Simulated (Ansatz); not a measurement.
## The perfect armchair BP nanoribbon (N = 4, H/H2 edges)

What gap, if any, does the armchair BP nanoribbon (N = 4, H/H2 edges) have, and how does it change with the functional and under strain?

Main program and level: Ansatz 0.2.0; DFT PBE, plane waves, PAW; relaxation of a wire's period, in the first sound run; inputs show where later runs differ.

## (1) The structure

The cell holds 14 atoms: 4 B, 4 P and 6 H. Its edges and angles: a = 13.760 Å, b = 9.256 Å, c = 5.580 Å, α = 90.0°, β = 90.0°, γ = 90.0°. Vacuum lies along a and b. The structure's axis is c.

## (2) The relaxed wire

Band widths follow the bond lengths, so the wire is relaxed first. The atoms and the third cell vector are free; the box across stays fixed as vacuum. Moments are seeded so that a magnetic state can form if it lies lower. A Fermi-Dirac smearing is set since the result may be a metal. The pressure printed is a third of the stress's trace over the whole box, vacuum included; only the stress along the axis is relaxed.

The input, input.yaml:

```yaml
crystal:
  lattice:
    - [13.76, 0.0, 0.0]
    - [0.0, 9.256, 0.0]
    - [0.0, 0.0, 5.58]
  atoms:
    - { symbol: B, position: [0.341214757, 0.5, 0.0], spin: 0.5 }
    - { symbol: B, position: [0.575343718, 0.5, 0.0] }
    - { symbol: P, position: [0.341214757, 0.5, 0.333333333], spin: 0.5 }
    - { symbol: P, position: [0.575343718, 0.5, 0.333333333] }
    - { symbol: H, position: [0.736968226, 0.6019879, 0.43655914] }
    - { symbol: H, position: [0.736968226, 0.3980121, 0.43655914] }
    - { symbol: H, position: [0.254360465, 0.5, 0.456989247] }
    - { symbol: B, position: [0.458279238, 0.5, 0.5] }
    - { symbol: B, position: [0.692408198, 0.5, 0.5], spin: -0.5 }
    - { symbol: P, position: [0.458279238, 0.5, 0.833333333] }
    - { symbol: P, position: [0.692408198, 0.5, 0.833333333], spin: -0.5 }
    - { symbol: H, position: [0.26883618, 0.5, 0.896953405] }
    - { symbol: H, position: [0.745653656, 0.621866897, 0.909139785] }
    - { symbol: H, position: [0.745653656, 0.378133103, 0.909139785] }
magnetization:
  spin_polarized: true
kpoints:
  mp_grid: { grid: [1, 1, 15] }
scf:
  occupations: { method: fermi_dirac, width: 0.05 }
hamiltonian:
  xc: pbe
relax:
  cell: { fix: [a, b, alpha, beta, gamma] }
  max_steps: 60
```

Launch:

```sh
$ ansatz run input.yaml --threads 8 --pin off --max-ram 16384MiB --backend cpu --events-out ev --progress --plain --runs-dir out
```

Numbers of over 12 decimals in the logs are rounded to 6 here.

Log:

```text
Engine: ansatz 0.2.0, aarch64-unknown-linux-gnu
Pseudopotentials: kind: paw
Pseudopotential: B, paw, valence charge 3, recommended cutoff 420 eV (normal), B.paw.azcp
Pseudopotential: P, paw, valence charge 5, recommended cutoff 420 eV (normal), P.paw.azcp
Pseudopotential: H, paw, valence charge 1, recommended cutoff 420 eV (normal), H.paw.azcp
Functional definition: PBE
  parameter kappa = 0.804
  parameter beta = 0.066725
  exchange = pbe_x(kappa = kappa, mu = beta*pi^2/3)
  correlation = pbe_c(beta = beta)
Crystal: 14 atoms, lattice volume = 710.683 Å³
Basis set: ecut = 420 eV, 13905 PW (Γ), exchange–correlation on 192×128×80 points (8 copies of the dense FFT grid, shifted against one another)
Bands: 34, of which v1, the nominal top of the filled ones, is band 19 counted from 1 (18 counted from 0)
Symmetry: 2 space group operations
Space group: Pm (ITA 6), of the structure as read, at distance tolerance 8.9e-5 Å
Magnetic group: BNS 6.18 (UNI 25), of the structure as read, at distance tolerance 8.9e-5 Å
k-points: 8 of 15 (time reversal used)
Non-local potential: B, projectors of the file, l = 0: 2, l = 1: 2, l = 2: 1
Non-local potential: P, projectors of the file, l = 0: 2, l = 1: 2, l = 2: 2
Non-local potential: H, projectors of the file, l = 0: 2, l = 1: 1
PAW form: soft (Blöchl's): semilocal exchange-correlation on the pseudo side does not see the compensation charge
PAW one-centre angular grid: B, 110 points (default); XC on 64 Gauss nodes
PAW one-centre angular grid: P, 110 points (default); XC on 64 Gauss nodes
PAW one-centre angular grid: H, 110 points (default); XC on 64 Gauss nodes
Initial density: superposition of atomic densities (neutral atoms: chi_scale 0, normalization atom)
Starting moments: Σ|m| = 2 μB on 4 of 14 sites
Starting magnetic order: compensated ferrimagnet; no operation exchanges its spin sublattices
Initial wavefunctions: pseudopotential atomic-orbital guess
Functional: x = pbe(κ = 0.804, μ = 0.219515), c = pbe(β = 0.066725)
SCF iter   1: F=—  HF=-3747.979959 eV  |F-HF|=—  |Δ(HF+E_count)|=         —  Δρ=2.37e-2 (↑2.37e-2 ↓2.31e-2)  dr2=1.86e1  dr2_m=1.46e-1  M=0.000 μB ∫|m|=0.353 μB  β_m=0.30  ethr=3.10e-3  ⟨swp⟩=9.4  Hψ=3712  notcnv=0  defer=70
preconditioner: auto → Resta (q_TF=auto, 1.675 Å⁻¹)  ε∞=1.6  [insulator: Δε(μ)=0.885 eV  Ē_g=11.181 eV  σ=0.050 eV  W_gap=1.00  n_scr=60 (ndim 8)  ℏωp=8.4 eV  f_vac=0.609  D(μ)=0.00/eV (n_scr^D=0)  ε∞_Penn≈1.6  vacuum switching on, ρ_ref=9.1e-3 e/Å³]
spin=Collinear: Resta preconditioning applied to the charge; magnetization (m = ρ↑ − ρ↓) channel mixes plain (no charge-response kernel on spin).
SCF iter   2: F=—  HF=-3743.345223 eV  |F-HF|=—  |Δ(HF+E_count)|=    4.63e0  Δρ=1.41e-2 (↑1.41e-2 ↓1.38e-2)  dr2=5.23e0  dr2_m=7.78e-2  M=0.000 μB ∫|m|=0.268 μB  β_m=0.30  ethr=3.10e-3  ⟨swp⟩=3.8  Hψ=1211  notcnv=0  defer=130
SCF iter   3: F=—  HF=-3741.645803 eV  |F-HF|=—  |Δ(HF+E_count)|=    1.70e0  Δρ=5.64e-3 (↑5.59e-3 ↓5.64e-3)  dr2=5.71e-1  dr2_m=4.09e-2  M=0.000 μB ∫|m|=0.212 μB  β_m=0.30  ethr=3.10e-3  ⟨swp⟩=4.9  Hψ=1335  notcnv=0  defer=129
SCF iter   4: F=—  HF=-3741.514800 eV  |F-HF|=—  |Δ(HF+E_count)|=   1.31e-1  Δρ=2.53e-3 (↑2.39e-3 ↓2.53e-3)  dr2=6.68e-2  dr2_m=2.18e-2  M=0.000 μB ∫|m|=0.167 μB  β_m=0.30  ethr=1.50e-3  ⟨swp⟩=4.7  Hψ=1071  notcnv=0  defer=112
SCF iter   5: F=—  HF=-3741.517828 eV  |F-HF|=—  |Δ(HF+E_count)|=   3.03e-3  Δρ=1.46e-3 (↑1.46e-3 ↓1.38e-3)  dr2=5.85e-3  dr2_m=1.17e-2  M=0.000 μB ∫|m|=0.133 μB  β_m=0.30  ethr=1.76e-4  ⟨swp⟩=3.0  Hψ=903  notcnv=0  defer=112
SCF iter   6: F=—  HF=-3741.526021 eV  |F-HF|=—  |Δ(HF+E_count)|=   8.19e-3  Δρ=1.03e-3 (↑1.03e-3 ↓1.03e-3)  dr2=1.51e-3  dr2_m=6.46e-3  M=0.000 μB ∫|m|=0.105 μB  β_m=0.30  ethr=1.54e-5  ⟨swp⟩=2.4  Hψ=828  notcnv=0  defer=109
SCF iter   7: F=—  HF=-3741.530518 eV  |F-HF|=—  |Δ(HF+E_count)|=   4.50e-3  Δρ=7.53e-4 (↑7.53e-4 ↓7.37e-4)  dr2=1.80e-4  dr2_m=3.58e-3  M=0.000 μB ∫|m|=0.083 μB  β_m=0.30  ethr=3.98e-6  ⟨swp⟩=2.0  Hψ=728  notcnv=0  defer=109
Mixer restart at iter 7: flushing history
spin-set hold released at iteration 7 (site moments contracting): the magnetisation degrees of freedom join the quasi-Newton model from the next iteration; the mixer history was flushed
SCF iter   8: F=—  HF=-3741.532979 eV  |F-HF|=—  |Δ(HF+E_count)|=   2.46e-3  Δρ=5.61e-4 (↑5.61e-4 ↓5.55e-4)  dr2=5.61e-5  dr2_m=2.02e-3  M=0.000 μB ∫|m|=0.066 μB  β_m=0.65  ethr=4.73e-7  ⟨swp⟩=2.2  Hψ=772  notcnv=0  defer=109
SCF iter   9: F=—  HF=-3741.536351 eV  |F-HF|=—  |Δ(HF+E_count)|=   3.37e-3  Δρ=6.91e-5 (↑6.91e-5 ↓5.83e-5)  dr2=4.48e-5  dr2_m=2.33e-5  M=-0.000 μB ∫|m|=0.011 μB  β_m=0.64  ethr=1.48e-7  ⟨swp⟩=4.0  Hψ=1176  notcnv=0  defer=109
SCF iter  10: F=—  HF=-3741.536389 eV  |F-HF|=—  |Δ(HF+E_count)|=   3.80e-5  Δρ=3.77e-5 (↑3.36e-5 ↓3.77e-5)  dr2=2.66e-5  dr2_m=7.25e-6  M=-0.000 μB ∫|m|=0.006 μB  β_m=0.63  ethr=1.18e-7  ⟨swp⟩=2.2  Hψ=740  notcnv=0  defer=109
SCF iter  11: F=—  HF=-3741.536397 eV  |F-HF|=—  |Δ(HF+E_count)|=   7.82e-6  Δρ=2.00e-5 (↑2.00e-5 ↓1.85e-5)  dr2=3.33e-6  dr2_m=2.18e-6  M=-0.000 μB ∫|m|=0.004 μB  β_m=0.63  ethr=7.00e-8  ⟨swp⟩=2.5  Hψ=740  notcnv=0  defer=109
SCF iter  12: F=—  HF=-3741.536401 eV  |F-HF|=—  |Δ(HF+E_count)|=   3.95e-6  Δρ=8.56e-6 (↑7.24e-6 ↓8.56e-6)  dr2=3.44e-7  dr2_m=3.78e-7  M=-0.000 μB ∫|m|=0.002 μB  β_m=0.64  ethr=8.76e-9  ⟨swp⟩=2.0  Hψ=752  notcnv=0  defer=109
SCF iter  13: F=—  HF=-3741.536402 eV  |F-HF|=—  |Δ(HF+E_count)|=   8.44e-7  Δρ=3.20e-6 (↑3.20e-6 ↓2.38e-6)  dr2=3.72e-8  dr2_m=4.79e-8  M=0.000 μB ∫|m|=0.001 μB  β_m=0.69  ethr=2.63e-10  ⟨swp⟩=5.6  Hψ=1833  notcnv=0
SCF iter  14: F=—  HF=-3741.536402 eV  |F-HF|=—  |Δ(HF+E_count)|=   1.24e-7  Δρ=1.54e-6 (↑1.33e-6 ↓1.54e-6)  dr2=3.88e-9  dr2_m=1.32e-8  M=0.000 μB ∫|m|=0.001 μB  β_m=0.84  ethr=9.79e-11  ⟨swp⟩=4.8  Hψ=1560  notcnv=0
SCF iter  15: F=—  HF=-3741.536402 eV  |F-HF|=—  |Δ(HF+E_count)|=   4.60e-8  Δρ=7.76e-7 (↑7.76e-7 ↓6.23e-7)  dr2=8.99e-9  dr2_m=2.60e-9  M=0.000 μB ∫|m|=0.000 μB  β_m=0.79  ethr=1.02e-11  ⟨swp⟩=4.0  Hψ=1491  notcnv=0
SCF iter  16: F=—  HF=-3741.536402 eV  |F-HF|=—  |Δ(HF+E_count)|=   7.66e-9  Δρ=2.72e-7 (↑2.50e-7 ↓2.72e-7)  dr2=1.43e-9  dr2_m=3.30e-10  M=0.000 μB ∫|m|=0.000 μB  β_m=0.73  ethr=1.02e-11  ⟨swp⟩=4.0  Hψ=1343  notcnv=0
SCF iter  17: F=—  HF=-3741.536402 eV  |F-HF|=—  |Δ(HF+E_count)|=  7.83e-10  Δρ=1.23e-7 (↑1.23e-7 ↓1.03e-7)  dr2=1.25e-10  dr2_m=7.19e-11  M=0.000 μB ∫|m|=0.000 μB  β_m=0.75  ethr=3.76e-12  ⟨swp⟩=3.0  Hψ=1201  notcnv=0
[...]
iter 1 solved again at ethr=8.92e-7 eV; its pass at ethr=3.10e-3 eV (dr2=3.39e-4 eV) is discarded
SCF iter   1: F=—  HF=-3741.907681 eV  |F-HF|=—  |Δ(HF+E_count)|=         —  Δρ=5.89e-6 (↑5.89e-6 ↓5.89e-6)  dr2=3.41e-8  dr2_m=2.32e-11  M=0.000 μB ∫|m|=0.000 μB  β_m=0.30  ethr=8.92e-7  ⟨swp⟩=6.0  Hψ=5624  notcnv=0
eigensolver tolerance schedule: the retry pair's looser diagonalisation over-reported the residual by 9938.91 of it (diagonalisation noise at an unbounded share of the residual, at the tolerance the schedule requests for it); recorded, not acted on — ethr = c·dr2/N_el stays at c = 1.0e-1
preconditioner: auto → Resta (q_TF=auto, 1.674 Å⁻¹)  ε∞=1.7  [insulator: Δε(μ)=1.320 eV  Ē_g=10.338 eV  σ=0.050 eV  W_gap=1.00  n_scr=60 (ndim 8)  ℏωp=8.6 eV  f_vac=0.661  D(μ)=0.00/eV (n_scr^D=0)  ε∞_Penn≈1.7  vacuum switching on, ρ_ref=7.8e-3 e/Å³]
spin=Collinear: Resta preconditioning applied to the charge; magnetization (m = ρ↑ − ρ↓) channel mixes plain (no charge-response kernel on spin).
SCF iter   2: F=—  HF=-3741.907819 eV  |F-HF|=—  |Δ(HF+E_count)|=   1.37e-4  Δρ=4.11e-6 (↑4.11e-6 ↓4.11e-6)  dr2=1.52e-8  dr2_m=1.42e-11  M=0.000 μB ∫|m|=0.000 μB  β_m=0.42  ethr=8.98e-11  ⟨swp⟩=3.6  Hψ=1172  notcnv=0
SCF iter   3: F=—  HF=-3741.907918 eV  |F-HF|=—  |Δ(HF+E_count)|=   9.95e-5  Δρ=2.41e-6 (↑2.41e-6 ↓2.41e-6)  dr2=4.34e-9  dr2_m=6.87e-12  M=0.000 μB ∫|m|=0.000 μB  β_m=0.61  ethr=4.00e-11  ⟨swp⟩=3.0  Hψ=990  notcnv=0
SCF iter   4: F=—  HF=-3741.907994 eV  |F-HF|=—  |Δ(HF+E_count)|=   7.57e-5  Δρ=2.78e-7 (↑2.78e-7 ↓2.77e-7)  dr2=5.89e-10  dr2_m=7.42e-13  M=0.000 μB ∫|m|=0.000 μB  β_m=0.65  ethr=1.14e-11  ⟨swp⟩=3.0  Hψ=1036  notcnv=0
SCF iter   5: F=—  HF=-3741.907996 eV  |F-HF|=—  |Δ(HF+E_count)|=   1.79e-6  Δρ=7.76e-8 (↑7.76e-8 ↓7.58e-8)  dr2=3.45e-10  dr2_m=1.92e-13  M=0.000 μB ∫|m|=0.000 μB  β_m=0.58  ethr=1.55e-12  ⟨swp⟩=3.1  Hψ=962  notcnv=0
iter 6 met the thresholds in force, and the SCF goes on: an eigenvalue changes by 0.10 meV, over its tolerance of 0.05 meV (output.eigenvalues, Limitations)
SCF iter   6: F=-3741.907996 eV  HF=-3741.907996 eV  |F-HF|=8.43e-9  |Δ(HF+E_count)|=   9.84e-8  Δρ=3.83e-8 (↑3.83e-8 ↓3.67e-8)  dr2=4.79e-11  dr2_m=9.13e-14  M=0.000 μB ∫|m|=0.000 μB  β_m=0.60  ethr=1.00e-12  ⟨swp⟩=3.6  Hψ=1890  notcnv=0
SCF iter   7: F=-3741.907996 eV  HF=-3741.907996 eV  |F-HF|=2.34e-10  |Δ(HF+E_count)|=   8.22e-9  Δρ=1.72e-8 (↑1.72e-8 ↓1.66e-8)  dr2=7.87e-12  dr2_m=2.72e-14  M=0.000 μB ∫|m|=0.000 μB  ethr=1.00e-12  ⟨swp⟩=3.1  Hψ=1579  notcnv=0
the starting moments were not kept: the SCF closed with an absolute magnetisation of 6.8e-7 μB, where they sum to 2 μB in size (4 sites). That is at most 0.1 of that sum. Measured as dr2_m measures the in/out step, that magnetisation stands 2.1e-14 eV from none, at or under the dr2_threshold of 1.4e-10 eV: it is no larger than a step whose dr2_m would equal this threshold.
SCF 6 converged in 7 iterations: F = -3741.907996 eV  dr2 = 7.87e-12
relax step   6: F+E_penalty+E_count = -3741.90799571 eV  Δ(F+E_penalty+E_count) = -2.470e-4 eV  max|allowed force component| = 7.543e-3 eV/Å  Δτ_max = 0.0000 Å  P = +0.003 GPa  Ω = 711.895 Å³  fix = [a, b, alpha, beta, gamma]  reactions: a -0.003, b +0.010 GPa; beta -0.002 GPa/rad  stress off target by 2.22e-3 GPa on what of the cell is left free  SCF on the basis re-selected at this cell (its energy is not comparable with the rows above)  (7 SCF iters)
basis re-selected at this cell: Δ(F+E_penalty+E_count) = -2.470e-4 eV, ΔP = -0.000 GPa vs the last step (what re-selecting the basis moved, of the pressure what is left beyond the Pulay correction that the steps carried, after the strain that the cell walked since its last selection, with what the two solves' SCF thresholds leave and, on support functions, any second-order correction that the steps lacked; it is no m [...]
SCF converged after 7 iterations
an eigenvalue changed by more than its tolerance at an iteration that met the thresholds in force, so the SCF went on 1 time: the last check found none over its tolerance
Magnetization: 0.0000 μB (19.0000 up, 19.0000 down)
Absolute magnetization: 0.0000 μB (∫|ρ↑−ρ↓|, with the PAW one-centre terms)
Spin contamination: 0.0000 ħ² per cell (⟨S²⟩ above its minimum at these occupations)
Per-site moments (μB) at R_I (Å): [(1.1641118004400547e-8, 0.492965), (3.682048993900993e-8, 0.755060), (-1.2124433691530997e-8, 0.582030), (-3.8593039899045524e-8, 0.755060), (-5.871450194337746e-9, 0.499718), (-5.871450206765611e-9, 0.499718), (5.304567879968446e-9, 0.582030), (4.5542244471855966e-8, 0.758082), (9.79422582202075e-9, 0.499718), (-2.4562809247359556e-8, 0.759156), (-3.3511434986777356e-9, 0.584829), (-4.062305843605826e-9, 0.492965), (2.5279696445823096e-9, 0.584829), (2.5279696272430754e-9, 0.584829)]
Free energy (F): -3741.907996 eV
Harris-Foulkes:  -3741.907996 eV  (|F-HF|=2.34e-10)
Internal energy: -3741.907995 eV  (E = F + TS)
E sigma→0 (E₀):  -3741.907995 eV
Entropy (-TS):   -0.000000 eV (-0.000 meV/atom)
Fermi energy:    -2.317798 eV
--- Per-component energies (eV) ---
  E_band       = -330.850885
  E_kinetic    = 555.680185
  E_local      = -4035.278167  (includes V_loc(G=0)·N_el)
  E_nonlocal   = 192.930241
  E_hartree    = 1730.655472
  E_xc         = -425.272543
  E_vxc        = -460.121003  (∫ρ·V_xc dr)
  E_paw        = -2595.643549  (= ΣΔE_a)
  E_vpaw       = -45.365610  (= ΣTr[D̂ρ^β])
  E_aug_tail   = -0.007601  (compensation charges beyond the density's cutoff)
  E_ewald      = 835.027966
  E_smearing   = -0.000000  (= −TS)
  E_closure    = 0.000000  (closes the sum)
  Σ components = -3741.907996   (vs F -3741.907996, Δ=0.00e0)
--- Forces (eV/Å), atoms counted from 1 ---
  atom   1  B     -0.00258674     0.00000000    -0.00754266
  atom   2  B     -0.00044853    -0.00000000    -0.00309634
  atom   3  P     -0.00192136    -0.00000000     0.00197831
  atom   4  P      0.00478207     0.00000000    -0.00327965
  atom   5  H     -0.00246009    -0.00260067     0.00192440
  atom   6  H     -0.00246009     0.00260067     0.00192440
  atom   7  H      0.00132287    -0.00000000     0.00005301
  atom   8  B      0.00242930    -0.00000000     0.00079579
  atom   9  B     -0.00134786     0.00000000    -0.00020249
  atom  10  P     -0.00190824     0.00000000     0.00017690
  atom  11  P     -0.00014510     0.00000000    -0.00081143
  atom  12  H      0.00120890     0.00000000     0.00538349
  atom  13  H      0.00176799     0.00111432     0.00134745
  atom  14  H      0.00176799    -0.00111432     0.00134745
  max |Σ_I F_I| component: 1.37e-6 eV/Å
--- Stress (GPa, compression-positive) ---
       -0.003214      -0.000000       0.001515
       -0.000000       0.010279       0.000000
        0.001515       0.000000       0.002219
  P = ⅓ Tr σ = 0.0031 GPa (0.031 kbar)
--- Relaxed structure (5 steps of the walk, 5 accepted, 1 SCFs on fresh bases) ---
  F+E_penalty+E_count = -3741.90799571 eV   max|allowed force component| = 7.543e-3 eV/Å   (the final SCF, on the basis selected at the relaxed cell)
  cell:  # Å, volume = 711.8951 Å³
    - [13.76, 0, 0]
    - [0, 9.256, 0]
    - [0, 0, 5.589516]
  atoms:
    - { symbol: B, position: [0.337515, 0.500000, -0.00384755] }
    - { symbol: B, position: [0.568739, 0.500000, 0.00478885] }
    - { symbol: P, position: [0.344687, 0.500000, 0.320754] }
    - { symbol: P, position: [0.573316, 0.500000, 0.332074] }
    - { symbol: H, position: [0.743965, 0.608657, 0.430856] }
    - { symbol: H, position: [0.743965, 0.391343, 0.430856] }
    - { symbol: H, position: [0.256529, 0.500000, 0.449689] }
    - { symbol: B, position: [0.457300, 0.500000, 0.497526] }
    - { symbol: B, position: [0.700405, 0.500000, 0.486527] }
    - { symbol: P, position: [0.454302, 0.500000, 0.834360] }
    - { symbol: P, position: [0.690736, 0.500000, 0.835164] }
    - { symbol: H, position: [0.260819, 0.500000, 0.895827] }
    - { symbol: H, position: [0.745328, 0.615984, 0.932050] }
    - { symbol: H, position: [0.745328, 0.384016, 0.932050] }
```

Elapsed: 47 s, on 8 threads of Arm Neoverse V1, shared host; peak memory 1.5 GiB; 5.9 min of CPU time.

Relaxation path:

```csv
step,energy less that of the first step (eV),largest force component (eV/Å),pressure (GPa),volume (Å³)
1,0.0000,1.4350,0.54,710.68
2,-0.2987,0.7079,0.21,711.04
3,-0.3688,0.1849,0.02,711.40
4,-0.3713,0.0455,0.00,711.77
5,-0.3713,0.0075,0.00,711.90
6*,-0.3716,0.0075,0.00,711.90
```

Relaxation steps marked * repeat the geometry before them on a plane-wave basis chosen anew for their cell, so energy and pressure can jump there.

Forces are held to the 2 operations that the run works with; a distortion that breaks them can't arise in this run.

```csv
cell as run,before,after,change
c (Å),5.580,5.590,+0.2 %
```

The atoms that moved most (Å, along periodic axes as changes of fractional coordinates times the final cell, across vacuum about the mean position):

```csv
atom,dx,dy,dz,length
H13,-0.004,-0.054,0.128,0.139
H14,-0.004,0.054,0.128,0.139
B9,0.110,0.000,-0.075,0.133
H5,0.096,0.062,-0.032,0.119
H6,0.096,-0.062,-0.032,0.119
H12,-0.110,0.000,-0.006,0.110
B2,-0.091,0.000,0.027,0.095
P3,0.048,0.000,-0.070,0.085
```

This step gave:

```
cell length along the wire : 5.590 Å
```

The cell's length comes to 5.590 Å with no moment.

[end of part 1 of 4]

[Logs are printed without paths, hosts, clocks, repeated set-up lines and the standing remarks that a program may print on its own settings, such as how far it seeks lower states.]

[Hosts, paths, dates, database ids (printed as entryN), source tags and the programs' standing remarks are cut or masked in the printed files.]
